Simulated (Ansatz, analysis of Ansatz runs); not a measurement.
# F centre in KCl: optical absorption band, r2SCAN

Aim: the optical absorption band of the F centre in KCl, to be set beside the measurement. Set-up: r2SCAN, 64-site cell, r2SCAN lattice, 500 eV, k: the zone centre alone. The model is a cell of 64 host atoms with 1 Cl taken out. The excitation energy is a difference of total energies with one electron moved up within one spin channel. A meta-GGA costs about twice a GGA and mends lattice constants and part of the gap.

**The experiment.** Vertical absorption energy: 2.24 eV at 300 K, by optical absorption, 1 atm, room temperature, additively coloured (K) (“Studies of Color Centers in Alkali Halides (Final Report)”, 1963, William G. Maisch (with K. L. Eckerle and H. Knof)). The runs below try to reproduce this.

Main program and level: Ansatz 0.2.0; plane-wave PAW DFT, r2SCAN; relaxation of all atoms of a defect supercell.

## Step 1: The starting structure

The cell holds 63 atoms: 32 K and 31 Cl. Cell: a = 12.586 Å, b = 12.586 Å, c = 12.586 Å, α = 90.0°, β = 90.0°, γ = 90.0°. It derives from KCl (space group Fm-3m). Nearest the centre at fractional (0.250, 0.500, 0.500): K28 at 3.15 Å, K25 at 3.15 Å, K27 at 3.15 Å, K12 at 3.15 Å, K19 at 3.15 Å, K56 at 3.15 Å, Cl31 at 4.45 Å, Cl16 at 4.45 Å.

The host's primitive cell comes from a first run (plane-wave PAW DFT, r2SCAN; relaxation of the host's cell and atoms): vectors of 4.450, 4.450 and 4.450 Å. That is 31.15 Å³ an atom. The supercell is built on it.

## Step 2: Relaxation, charge 0

Every later number rests on the structure around the defect, so the atoms are relaxed at the host's lattice first.

File relax/input.yaml:

```yaml
relax:
  f_tol: 0.02
  max_steps: 80
  escape_saddle: false
crystal:
  lattice:
    - [12.58588, 0.0, 0.0]
    - [0.0, 12.58588, 0.0]
    - [0.0, 0.0, 12.58588]
  atoms:
    - { symbol: K, position: [0.0, 0.0, 0.0] }
    - { symbol: K, position: [0.0, 0.25, 0.25] }
    - { symbol: K, position: [0.25, 0.0, 0.25] }
    - { symbol: K, position: [0.25, 0.25, 0.0] }
    - { symbol: Cl, position: [0.0, 0.0, 0.25] }
    - { symbol: Cl, position: [0.0, 0.25, 0.0] }
    - { symbol: Cl, position: [0.25, 0.0, 0.0] }
    - { symbol: Cl, position: [0.25, 0.25, 0.25] }
    - { symbol: K, position: [0.0, 0.0, 0.5] }
    - { symbol: K, position: [0.0, 0.25, 0.75] }
    - { symbol: K, position: [0.25, 0.0, 0.75] }
    - { symbol: K, position: [0.25, 0.25, 0.5] }
    - { symbol: Cl, position: [0.0, 0.0, 0.75] }
    - { symbol: Cl, position: [0.0, 0.25, 0.5] }
    - { symbol: Cl, position: [0.25, 0.0, 0.5] }
    - { symbol: Cl, position: [0.25, 0.25, 0.75] }
    - { symbol: K, position: [0.0, 0.5, 0.0] }
    - { symbol: K, position: [0.0, 0.75, 0.25] }
    - { symbol: K, position: [0.25, 0.5, 0.25] }
    - { symbol: K, position: [0.25, 0.75, 0.0] }
    - { symbol: Cl, position: [0.0, 0.5, 0.25] }
    - { symbol: Cl, position: [0.0, 0.75, 0.0] }
    - { symbol: Cl, position: [0.25, 0.5, 0.0] }
    - { symbol: Cl, position: [0.25, 0.75, 0.25] }
    - { symbol: K, position: [0.0, 0.5, 0.5] }
    - { symbol: K, position: [0.0, 0.75, 0.75] }
    - { symbol: K, position: [0.25, 0.5, 0.75] }
    - { symbol: K, position: [0.25, 0.75, 0.5] }
    - { symbol: Cl, position: [0.0, 0.5, 0.75] }
    - { symbol: Cl, position: [0.0, 0.75, 0.5] }
    - { symbol: Cl, position: [0.25, 0.75, 0.75] }
    - { symbol: K, position: [0.5, 0.0, 0.0] }
    - { symbol: K, position: [0.5, 0.25, 0.25] }
    - { symbol: K, position: [0.75, 0.0, 0.25] }
    - { symbol: K, position: [0.75, 0.25, 0.0] }
    - { symbol: Cl, position: [0.5, 0.0, 0.25] }
    - { symbol: Cl, position: [0.5, 0.25, 0.0] }
    - { symbol: Cl, position: [0.75, 0.0, 0.0] }
    - { symbol: Cl, position: [0.75, 0.25, 0.25] }
    - { symbol: K, position: [0.5, 0.0, 0.5] }
    - { symbol: K, position: [0.5, 0.25, 0.75] }
    - { symbol: K, position: [0.75, 0.0, 0.75] }
    - { symbol: K, position: [0.75, 0.25, 0.5] }
    - { symbol: Cl, position: [0.5, 0.0, 0.75] }
    - { symbol: Cl, position: [0.5, 0.25, 0.5] }
    - { symbol: Cl, position: [0.75, 0.0, 0.5] }
    - { symbol: Cl, position: [0.75, 0.25, 0.75] }
    - { symbol: K, position: [0.5, 0.5, 0.0] }
    - { symbol: K, position: [0.5, 0.75, 0.25] }
    - { symbol: K, position: [0.75, 0.5, 0.25] }
    - { symbol: K, position: [0.75, 0.75, 0.0] }
    - { symbol: Cl, position: [0.5, 0.5, 0.25] }
    - { symbol: Cl, position: [0.5, 0.75, 0.0] }
    - { symbol: Cl, position: [0.75, 0.5, 0.0] }
    - { symbol: Cl, position: [0.75, 0.75, 0.25] }
    - { symbol: K, position: [0.5, 0.5, 0.5] }
    - { symbol: K, position: [0.5, 0.75, 0.75] }
    - { symbol: K, position: [0.75, 0.5, 0.75] }
    - { symbol: K, position: [0.75, 0.75, 0.5] }
    - { symbol: Cl, position: [0.5, 0.5, 0.75] }
    - { symbol: Cl, position: [0.5, 0.75, 0.5] }
    - { symbol: Cl, position: [0.75, 0.5, 0.5] }
    - { symbol: Cl, position: [0.75, 0.75, 0.75] }
basis:
  ecutwfc: 500
  xc_grid: 2
hamiltonian:
  xc: r2scan
kpoints:
  mp_grid: { grid: [1, 1, 1] }
magnetization:
  spin_polarized: true
  initial_magnetization: 1
  spin_locking: { lock_magnetization: hard }
scf:
  occupations: { method: fermi_dirac, width: 0.01 }
  max_iter: 120
output:
  forces: true
checkpoint:
  write: "../relax.run"
  compress: false
  write_wavefunctions: true
  write_every: 100000
```

The run is started by

```sh
$ ansatz run input.yaml --threads 2 --pin off --max-ram 4710MiB --backend cpu --events-out ev --progress --plain --runs-dir out
```

Numbers of over 12 decimals in the logs are rounded to 6 here.

Output:

```text
[... repeated set-up lines and file paths are left out, and long positions are rounded to six places ...]
Warning: This run holds its total moment fixed (magnetization.spin_locking.lock_magnetization: hard) and mixes its density by anderson or broyden (scf.mixing.algorithm, typed or taken by auto). [...]
Engine: ansatz 0.2.0, aarch64-unknown-linux-gnu
Pseudopotentials: kind: paw
Pseudopotential: K, paw, valence charge 9, recommended cutoff 500 eV (meta_gga), K.paw.azcp
Pseudopotential: Cl, paw, valence charge 7, recommended cutoff 500 eV (meta_gga), Cl.paw.azcp
Functional definition: r2SCAN
  parameter k0 = 0.174
  parameter k1 = 0.065
  parameter a1 = 4.9479
  exchange = r2scan_x(k0 = k0, k1 = k1, a1 = a1)
  correlation = r2scan_c
Crystal: 63 atoms, lattice volume = 1993.658 Å³
Basis set: ecut = 500 eV, 50685 PW (Γ), exchange–correlation on 192×192×192 points (8 copies of the dense FFT grid, shifted against one another)
Bands: 316, of which v1, the nominal top of the filled ones, is band 253 counted from 1 (252 counted from 0)
Symmetry: 48 space group operations
Space group: Pm-3m (ITA 221), of the structure as read, at distance tolerance 1.3e-4 Å
Magnetic group: BNS 221.92 (UNI 1594), of the structure as read, at distance tolerance 1.3e-4 Å
k-points: 1
Non-local potential: K, projectors of the file, l = 0: 3, l = 1: 2, l = 2: 2
Non-local potential: Cl, projectors of the file, l = 0: 2, l = 1: 2, l = 2: 2
PAW form: soft (Blöchl's): semilocal exchange-correlation on the pseudo side does not see the compensation charge
PAW frozen core: K, regenerated for the run's functional (the file was generated under x = pbe(κ = 0.804, μ = 0.219515), c = pbe(β = 0.066725))
PAW frozen core: Cl, regenerated for the run's functional (the file was generated under x = pbe(κ = 0.804, μ = 0.219515), c = pbe(β = 0.066725))
PAW one-centre angular grid: K, 302 points (default); XC on 160 Gauss nodes
PAW one-centre angular grid: Cl, 302 points (default); XC on 160 Gauss nodes
Initial density: superposition of atomic densities (chi_scale 0.1, normalization cell, long waves kept (reshape's long-wave potential 0.30 eV rms))
Starting moments: Σ|m| = 1 μB on 63 of 63 sites
Initial wavefunctions: pseudopotential atomic-orbital guess
Functional: x = r2scan, c = r2scan; τ floored in thin density (d = 2e-4 eV/Å³)
SCF iter   1: F=—  HF=-83110.674695 eV  |F-HF|=—  |Δ(HF+E_count)|=         —  Δρ=2.19e-2 (↑2.17e-2 ↓2.19e-2)  dr2=6.03e1  dr2_τ=4.61e-1  dr2_m=3.06e-2  M=1.000 μB ∫|m|=1.042 μB  β_m=1.20  ethr=3.10e-3  ⟨swp⟩=7.0  Hψ=2632  notcnv=0  defer=27
preconditioner: auto → Resta (q_TF=auto, 2.170 Å⁻¹)  ε∞=3.4  [insulator: Δε(μ)=2.229 eV  Ē_g=7.304 eV  σ=0.010 eV  W_gap=1.00  n_scr=340 (ndim 8)  ℏωp=11.4 eV  f_vac=0.000  D(μ)=0.00/eV (n_scr^D=0)  ε∞_Penn≈3.4]
spin=Collinear: Resta preconditioning applied to the charge; magnetization (m = ρ↑ − ρ↓) channel mixes plain (no charge-response kernel on spin).
SCF iter   2: F=—  HF=-83096.410751 eV  |F-HF|=—  |Δ(HF+E_count)|=    1.43e1  Δρ=1.30e-2 (↑1.30e-2 ↓1.29e-2)  dr2=2.39e1  dr2_τ=1.06e-1  dr2_m=3.85e-4  M=1.000 μB ∫|m|=1.086 μB  β_m=1.20  ethr=3.10e-3  ⟨swp⟩=4.0  Hψ=1349  notcnv=0  defer=115  κ⁻¹=1.0e0(r=1)
SCF iter   3: F=—  HF=-83086.850146 eV  |F-HF|=—  |Δ(HF+E_count)|=    9.56e0  Δρ=4.08e-3 (↑3.96e-3 ↓4.08e-3)  dr2=2.31e0  dr2_τ=1.27e-2  dr2_m=1.04e-3  M=1.000 μB ∫|m|=1.041 μB  β_m=1.20  ethr=3.10e-3  ⟨swp⟩=3.5  Hψ=1051  notcnv=0  defer=115  κ⁻¹=3.0e-2(r=2)
SCF iter   4: F=—  HF=-83086.508715 eV  |F-HF|=—  |Δ(HF+E_count)|=   3.41e-1  Δρ=3.15e-3 (↑3.15e-3 ↓3.13e-3)  dr2=9.79e-1  dr2_τ=9.87e-3  dr2_m=3.02e-4  M=1.000 μB ∫|m|=1.025 μB  β_m=1.20  ethr=4.57e-4  ⟨swp⟩=3.5  Hψ=1233  notcnv=0  defer=115  κ⁻¹=5.9e-3(r=3)
SCF iter   5: F=—  HF=-83086.510410 eV  |F-HF|=—  |Δ(HF+E_count)|=   1.69e-3  Δρ=8.48e-4 (↑8.26e-4 ↓8.48e-4)  dr2=4.68e-2  dr2_τ=9.53e-4  dr2_m=6.78e-4  M=1.000 μB ∫|m|=1.029 μB  β_m=1.20  ethr=1.94e-4  ⟨swp⟩=4.0  Hψ=993  notcnv=0  defer=115  κ⁻¹=2.4e-4(r=4)
SCF iter   6: F=—  HF=-83086.525293 eV  |F-HF|=—  |Δ(HF+E_count)|=   1.49e-2  Δρ=5.43e-4 (↑5.40e-4 ↓5.43e-4)  dr2=1.89e-2  dr2_τ=3.95e-4  dr2_m=1.25e-4  M=1.000 μB ∫|m|=1.021 μB  β_m=1.20  ethr=9.27e-6  ⟨swp⟩=6.0  Hψ=1130  notcnv=0  defer=110  κ⁻¹=2.4e-4(r=5)
SCF iter   7: F=—  HF=-83086.549405 eV  |F-HF|=—  |Δ(HF+E_count)|=   2.41e-2  Δρ=2.00e-4 (↑1.93e-4 ↓2.00e-4)  dr2=2.44e-3  dr2_τ=5.53e-5  dr2_m=2.97e-5  M=1.000 μB ∫|m|=1.021 μB  β_m=1.20  ethr=3.75e-6  ⟨swp⟩=4.0  Hψ=1178  notcnv=0  defer=110  κ⁻¹=3.4e-5(r=6)
SCF iter   8: F=—  HF=-83086.551514 eV  |F-HF|=—  |Δ(HF+E_count)|=   2.11e-3  Δρ=1.42e-4 (↑1.42e-4 ↓1.39e-4)  dr2=1.03e-3  dr2_τ=2.81e-5  dr2_m=4.74e-6  M=1.000 μB ∫|m|=1.019 μB  β_m=1.20  ethr=4.83e-7  ⟨swp⟩=2.0  Hψ=1091  notcnv=0  defer=110  κ⁻¹=9.0e-6(r=7)
SCF iter   9: F=—  HF=-83086.552525 eV  |F-HF|=—  |Δ(HF+E_count)|=   1.01e-3  Δρ=3.80e-5 (↑3.10e-5 ↓3.80e-5)  dr2=8.10e-5  dr2_τ=1.62e-6  dr2_m=4.17e-6  M=1.000 μB ∫|m|=1.021 μB  β_m=1.20  ethr=2.04e-7  ⟨swp⟩=2.0  Hψ=1044  notcnv=0  defer=110  κ⁻¹=2.9e-6(r=8)
SCF iter  10: F=—  HF=-83086.552564 eV  |F-HF|=—  |Δ(HF+E_count)|=   3.87e-5  Δρ=1.94e-5 (↑1.85e-5 ↓1.94e-5)  dr2=1.53e-5  dr2_τ=7.49e-7  dr2_m=1.50e-7  M=1.000 μB ∫|m|=1.020 μB  β_m=1.20  ethr=1.60e-8  ⟨swp⟩=2.5  Hψ=1040  notcnv=0  defer=110  κ⁻¹=3.0e-7(r=8)
[...]
SCF 1 converged in 12 iterations: F = -83086.552600 eV  dr2 = 3.91e-7
  greatest PAW one-centre occupation: 0.989 electrons in one spin orbital (limit 2), on the K atom at site 55 (counted from 0), in its partial waves of l = 0
relax step   1: F+E_penalty+E_count = -83086.55260036 eV  Δ(F+E_penalty+E_count) = +0.000e0 eV  max|allowed force component| = 4.765e-2 eV/Å  Δτ_max = 0.0000 Å  (12 SCF iters, dr2 threshold 1.00e-5 eV, accepted)
Initial density: handed on by an earlier stage of this run
Starting moments: Σ|m| = 1 μB on 63 of 63 sites; this step starts from the density that it was given
Initial wavefunctions: those handed on with the density
[...]
SCF iter   3: F=—  HF=-83086.555688 eV  |F-HF|=—  |Δ(HF+E_count)|=   1.67e-3  Δρ=6.00e-5 (↑6.00e-5 ↓5.89e-5)  dr2=2.33e-4  dr2_τ=1.29e-5  dr2_m=1.33e-6  M=1.000 μB ∫|m|=1.021 μB  β_m=1.20  ethr=8.24e-7  ⟨swp⟩=3.0  Hψ=921  notcnv=0  defer=110  κ⁻¹=8.2e-2(r=2)
SCF iter   4: F=—  HF=-83086.555859 eV  |F-HF|=—  |Δ(HF+E_count)|=   1.71e-4  Δρ=4.10e-5 (↑4.07e-5 ↓4.10e-5)  dr2=7.39e-5  dr2_τ=1.32e-6  dr2_m=3.08e-8  M=1.000 μB ∫|m|=1.020 μB  β_m=1.20  ethr=4.62e-8  ⟨swp⟩=2.0  Hψ=1039  notcnv=0  defer=110  κ⁻¹=5.3e-4(r=3)
SCF iter   5: F=—  HF=-83086.556295 eV  |F-HF|=—  |Δ(HF+E_count)|=   4.37e-4  Δρ=1.33e-5 (↑1.33e-5 ↓1.28e-5)  dr2=8.77e-6  dr2_τ=1.86e-7  dr2_m=7.43e-8  M=1.000 μB ∫|m|=1.020 μB  β_m=1.20  ethr=1.46e-8  ⟨swp⟩=2.0  Hψ=1085  notcnv=0  defer=110  κ⁻¹=1.9e-4(r=4)
SCF iter   6: F=—  HF=-83086.556298 eV  |F-HF|=—  |Δ(HF+E_count)|=   2.63e-6  Δρ=4.35e-6 (↑4.35e-6 ↓4.11e-6)  dr2=1.13e-6  dr2_τ=2.30e-8  dr2_m=1.04e-8  M=1.000 μB ∫|m|=1.020 μB  β_m=1.20  ethr=1.74e-9  ⟨swp⟩=2.0  Hψ=1083  notcnv=0  defer=110  κ⁻¹=1.6e-5(r=5)
SCF iter   7: F=—  HF=-83086.556298 eV  |F-HF|=—  |Δ(HF+E_count)|=   1.56e-7  Δρ=2.55e-6 (↑2.37e-6 ↓2.55e-6)  dr2=3.27e-7  dr2_τ=9.12e-9  dr2_m=6.64e-9  M=1.000 μB ∫|m|=1.020 μB  β_m=1.20  ethr=2.25e-10  ⟨swp⟩=2.0  Hψ=961  notcnv=0  defer=110  κ⁻¹=5.9e-6(r=6)
SCF iter   8: F=—  HF=-83086.556298 eV  |F-HF|=—  |Δ(HF+E_count)|=   2.54e-7  Δρ=1.21e-6 (↑1.21e-6 ↓1.19e-6)  dr2=6.60e-8  dr2_τ=1.62e-9  dr2_m=9.40e-10  M=1.000 μB ∫|m|=1.020 μB  β_m=1.20  ethr=1.98e-11  ⟨swp⟩=3.5  Hψ=1651  notcnv=0  κ⁻¹=8.3e-7(r=7)
SCF iter   9: F=-83086.556298 eV  HF=-83086.556298 eV  |F-HF|=2.94e-8  |Δ(HF+E_count)|=   1.82e-9  Δρ=5.52e-7 (↑5.52e-7 ↓5.35e-7)  dr2=1.29e-8  dr2_τ=2.43e-10  dr2_m=4.92e-10  M=1.000 μB ∫|m|=1.020 μB  ethr=1.31e-11  ⟨swp⟩=3.5  Hψ=1501  notcnv=0
SCF 2 converged in 9 iterations: F = -83086.556298 eV  dr2 = 1.29e-8
relax step   2: F+E_penalty+E_count = -83086.55629822 eV  Δ(F+E_penalty+E_count) = -3.698e-3 eV  max|allowed force component| = 6.672e-3 eV/Å  Δτ_max = 0.0224 Å  (9 SCF iters, accepted)
NSCF: frozen V_eff on 1 k-points
the search or the solves at the SCF's close seem to have found levels that the self-consistency loop had missed (the run counts 1). By its estimate they hold under 1e-12 electrons; where the run keeps them, the occupations were computed again with them
iter 1 solved again at ethr=2.56e-12 eV; its pass at ethr=3.10e-3 eV (dr2=1.29e-8 eV) is discarded
SCF iter   1: F=—  HF=-83086.556298 eV  |F-HF|=—  |Δ(HF+E_count)|=         —  Δρ=5.53e-7 (↑5.53e-7 ↓5.35e-7)  dr2=1.29e-8  dr2_τ=2.43e-10  dr2_m=4.91e-10  M=1.000 μB ∫|m|=1.020 μB  β_m=1.20  ethr=2.56e-12  ⟨swp⟩=1.0  Hψ=1758  notcnv=0
SCF iter   2: F=-83086.556298 eV  HF=-83086.556298 eV  |F-HF|=2.33e-10  |Δ(HF+E_count)|=   2.34e-8  Δρ=3.75e-7 (↑3.75e-7 ↓3.73e-7)  dr2=7.10e-9  dr2_τ=1.46e-10  dr2_m=4.80e-11  M=1.000 μB ∫|m|=1.020 μB  ethr=2.56e-12  ⟨swp⟩=2.5  Hψ=1239  notcnv=0
SCF 3 converged in 2 iterations: F = -83086.556298 eV  dr2 = 7.10e-9
NSCF: frozen V_eff on 1 k-points
the band table was solved once a step of the walk had ended and its energy, with any forces and stress, was formed, with the checks that follow a solve (2093 applications of the Hamiltonian). They found nothing against the state; [...]
SCF converged after 2 iterations
Stability not checked: this state was not tested for a lower state beside it, because the mixer in use, unlike msr1, does not test its closes by its own steps (another_mixer; see scf.mixing.algorithm and scf.lower_state_search)
Magnetization: 1.0000 μB (253.0000 up, 252.0000 down)
Absolute magnetization: 1.0217 μB (∫|ρ↑−ρ↓|, with the PAW one-centre terms)
Spin contamination: 0.0003 ħ² per cell (⟨S²⟩ above its minimum at these occupations)
Per-site moments (μB) at R_I (Å): [(8.111882503619185e-5, 1.297912), (0.000256304, 1.297567), (0.000439331, 1.297447), [... 60 left out ...]
Free energy (F): -83086.556298 eV
Harris-Foulkes:  -83086.556298 eV  (|F-HF|=2.33e-10)
Internal energy: -83086.556298 eV  (E = F + TS)
E sigma→0 (E₀):  -83086.556298 eV
Fermi energy:    5.315587 (↑ 5.627876, ↓ 3.057177) eV
--- Per-component energies (eV) ---
  E_band       = -4585.419293
  E_kinetic    = 13140.681002
  E_local      = -26921.576302  (includes V_loc(G=0)·N_el)
  E_nonlocal   = 1277.385849
  E_hartree    = 9086.207907
  E_xc         = -7538.562666
  E_vxc        = -10177.369395  (∫ρ·V_xc dr)
  E_paw        = -45875.730100  (= ΣΔE_a)
  E_vpaw       = -660.293657  (= ΣTr[D̂ρ^β])
  E_aug_tail   = 0.001081  (compensation charges beyond the density's cutoff)
  E_vtau       = 583.336272  (kinetic-family band-sum trace: ∫τ·v_τ [+ j·A + Jᵃ·Aᵃ] dr)
  E_ewald      = -26244.456536
  E_core_change = -10.506533  (= ΣΔE_core)
  E_smearing   = -0.000000  (= −TS)
  E_closure    = -0.000000  (closes the sum)
  Σ components = -83086.556298   (vs F -83086.556298, Δ=0.00e0)
--- Forces (eV/Å), atoms counted from 1 ---
  atom   1  K      0.00025602     0.00000000     0.00000000
  atom   2  K      0.00122563     0.00122563     0.00122563
  [... 5 atoms left out ...]
  atom   8  Cl     0.00000000    -0.00358543    -0.00358543
  [... 3 atoms left out ...]
  atom  12  K      0.00000000    -0.00508440     0.00000000
  [... 1 atom left out ...]
  atom  14  Cl    -0.00358543    -0.00358543     0.00000000
  [... 4 atoms left out ...]
  atom  19  K      0.00000000    -0.00000000    -0.00508440
  [... 1 atom left out ...]
  atom  21  Cl    -0.00358543     0.00000000    -0.00358543
  [... 3 atoms left out ...]
  atom  25  K     -0.00508440    -0.00000000     0.00000000
  [... 1 atom left out ...]
  atom  27  K      0.00000000    -0.00000000     0.00508440
  atom  28  K      0.00000000     0.00508440    -0.00000000
  [... 1 atom left out ...]
  atom  30  Cl    -0.00358543     0.00358543    -0.00000000
  [... 25 atoms left out ...]
  atom  56  K      0.00508440    -0.00000000    -0.00000000
  [... 7 atoms left out ...]
  max |Σ_I F_I| component: 6.51e-18 eV/Å
--- Band table (eV) ---
  k-point 0 ↑: bands = ["-27.9286", "-27.9255", "-27.9255", "-27.9255", [... 308 left out ...] "9.4488", "9.4488", "9.4488", "9.5479"]
  k-point 0 ↓: bands = ["-27.9149", "-27.9120", "-27.9120", "-27.9120", [... 308 left out ...] "9.4735", "9.4735", "9.4735", "9.5575"]
--- Relaxed structure (2 steps of the walk, 2 accepted, 0 SCFs on fresh bases) ---
  F+E_penalty+E_count = -83086.55629822 eV   max|allowed force component| = 6.672e-3 eV/Å
  atoms:
    - { symbol: K, position: [1.2714507923843315e-6, 0, 0] }
    - { symbol: K, position: [-6.772436225690835e-5, 0.249932, 0.249932] }
    [... 5 atoms left out ...]
    - { symbol: Cl, position: [0.250000, 0.249914, 0.249914] }
    [... 3 atoms left out ...]
    - { symbol: K, position: [0.250000, 0.248218, 0.500000] }
    [... 1 atom left out ...]
    - { symbol: Cl, position: [-8.608220833875339e-5, 0.249914, 0.500000] }
    [... 4 atoms left out ...]
    - { symbol: K, position: [0.250000, 0.500000, 0.248218] }
    [... 1 atom left out ...]
    - { symbol: Cl, position: [-8.608220833875339e-5, 0.500000, 0.249914] }
    [... 3 atoms left out ...]
    - { symbol: K, position: [-0.001782, 0.500000, 0.500000] }
    [... 1 atom left out ...]
    - { symbol: K, position: [0.250000, 0.500000, 0.751782] }
    - { symbol: K, position: [0.250000, 0.751782, 0.500000] }
    [... 1 atom left out ...]
    - { symbol: Cl, position: [-8.60822083387534e-5, 0.750086, 0.500000] }
    [... 25 atoms left out ...]
    - { symbol: K, position: [0.501782, 0.500000, 0.500000] }
    [... 7 atoms left out ...]
```

Elapsed: 5.9 min, on 2 threads of Arm Neoverse V1, shared host; peak memory 3.4 GiB.

Relaxation path:

```csv
step,energy less that of the first step (eV),largest force component (eV/Å)
1,0.0000,0.0477
2,-0.0037,0.0067
```

Forces are held to the 48 operations that the run works with; a distortion that breaks them can't arise in this run.

The atoms that moved most (Å):

```csv
atom,dx,dy,dz,length
K56,0.022,0.000,0.000,0.022
K12,0.000,-0.022,0.000,0.022
K19,0.000,0.000,-0.022,0.022
K25,-0.022,0.000,0.000,0.022
K28,0.000,0.022,0.000,0.022
K27,0.000,0.000,0.022,0.022
```

The atoms nearest to the centre after the run:

```csv
atom,distance (Å)
K28,3.169
K27,3.169
K25,3.169
K12,3.169
K19,3.169
K56,3.169
Cl31,4.451
Cl14,4.451
Cl30,4.451
Cl24,4.451
Cl21,4.451
Cl16,4.451
Cl29,4.451
Cl52,4.451
Cl45,4.451
Cl8,4.451
```

Numbers from this step:

```yaml
free_energy: -83086.5563 eV
total_moment: 1 μB
integral_of_the_absolute_spin_density: 1.022 μB
spin_contamination: 3.11e-4
```

[end of part 1 of 2]

[Logs are printed without paths, hosts, clocks, repeated set-up lines and the standing remarks that a program may print on its own settings, such as how far it seeks lower states.]

[Hosts, paths, dates, database ids (printed as entryN), source tags and the programs' standing remarks are cut or masked in the printed files.]

[For some hosts the program warned that the k-mesh of the response run may be too coarse for force constants and the static dielectric constant; such warnings are not shown here.]
